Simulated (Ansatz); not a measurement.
In doubt: masses and optical values from hybrid runs of this build are listed as unsure (in some of the runs), which bears on the screening that GW takes from such a start.

System: H6PbCNCl3 (Pm).

It takes space group Pm (No. 6, monoclinic). The conventional cell has a = 5.753 Å, b = 5.765 Å, c = 5.855 Å, α = 90.00°, β = 90.03°, γ = 90.00°. H has 1 C at 1.09 Å nearest. Nearest to H lie 1 N at 1.04 Å. H has 1 N at 1.04 Å nearest. Pb has 6 Cl at 2.88 to 2.99 Å nearest. Nearest to C lie 3 H at 1.09 Å and 1 N at 1.49 Å. Farther neighbours and most contacts between anions are not listed.

```cif
data_structure
_symmetry_space_group_name_H-M 'P 1'
_symmetry_Int_Tables_number 1
_cell_length_a 5.7528
_cell_length_b 5.7647
_cell_length_c 5.8552
_cell_angle_alpha 90.000
_cell_angle_beta 90.025
_cell_angle_gamma 90.000
_cell_volume 194.18
loop_
_atom_site_label
_atom_site_type_symbol
_atom_site_fract_x
_atom_site_fract_y
_atom_site_fract_z
_atom_site_occupancy
H1 H 0.87948 0.50000 0.79042 1
H2 H 0.81325 0.34407 0.04739 1
H3 H 0.81325 0.65593 0.04739 1
H4 H 0.22966 0.35432 0.97854 1
H5 H 0.22966 0.64568 0.97854 1
H6 H 0.17096 0.50000 0.21641 1
Pb7 Pb 0.47399 0.00000 0.48387 1
C8 C 0.89427 0.50000 0.97685 1
N9 N 0.14493 0.50000 0.04073 1
Cl10 Cl 0.42789 0.00000 0.97556 1
Cl11 Cl 0.42919 0.50000 0.52004 1
Cl12 Cl 0.97183 0.00000 0.43966 1
```

The cell and positions are those that the Materials Project relaxed with its own functionals (PBE, PBE+U or r2SCAN), kept fixed. Spin-orbit coupling is left out unless a run names it. PAW set soft_2, made with PBE.

Gaps computed with Ansatz 0.2.0 without a self-energy: HSE06 3.32 eV, r2SCAN 2.94 eV and PBE0 3.98 eV.

Q: What gap should G0W0 on HSE06 give (2×2×2 mesh, 414 empty bands, screening to 96 eV, default PAW files)?

About 4.32 eV: on its mesh the run moves the gap from 3.37 eV by +1.00 eV, and the mesh misses the edges by 0.05 eV. Among the scalar-relativistic levels given, PBE0 is nearest (−0.34 eV). Bands and cutoff are finite, so the gap is not at the basis limit. The miss can reach some tenths of an eV and take either sign; the mesh is an error of its own. The 2×2×2 mesh is coarse for this cell (its supercell is 12 Å along the shortest edge). The RPA ε∞ on it, from the HSE06 start, is 3.50, 3.68 and 3.98; such meshes misread the long-range screening, most where the gap is narrow. Where an edge is built on 6p states of lead, bismuth or thallium, scalar-relativistic gaps usually stand too wide, by a few tenths to over one eV. The many-body steps are scalar-relativistic: spin-orbit coupling is not in them.

[Paths, hosts, dates, memory and timing lines, banners, echoed tables and standing remarks are left out of the program output.]

[Logs are printed without paths, hosts, clocks, repeated set-up lines and the standing remarks that a program may print on its own settings, such as how far it seeks lower states.]

[Runs of the session that timed out or met a known fault of the program may be left out.]

[Cells called generated may have been cut or substituted from an entry of the Crystallography Open Database or the Materials Project.]

[Hosts, paths, dates, database ids (printed as entryN), source tags and the programs' standing remarks are cut or masked in the printed files.]
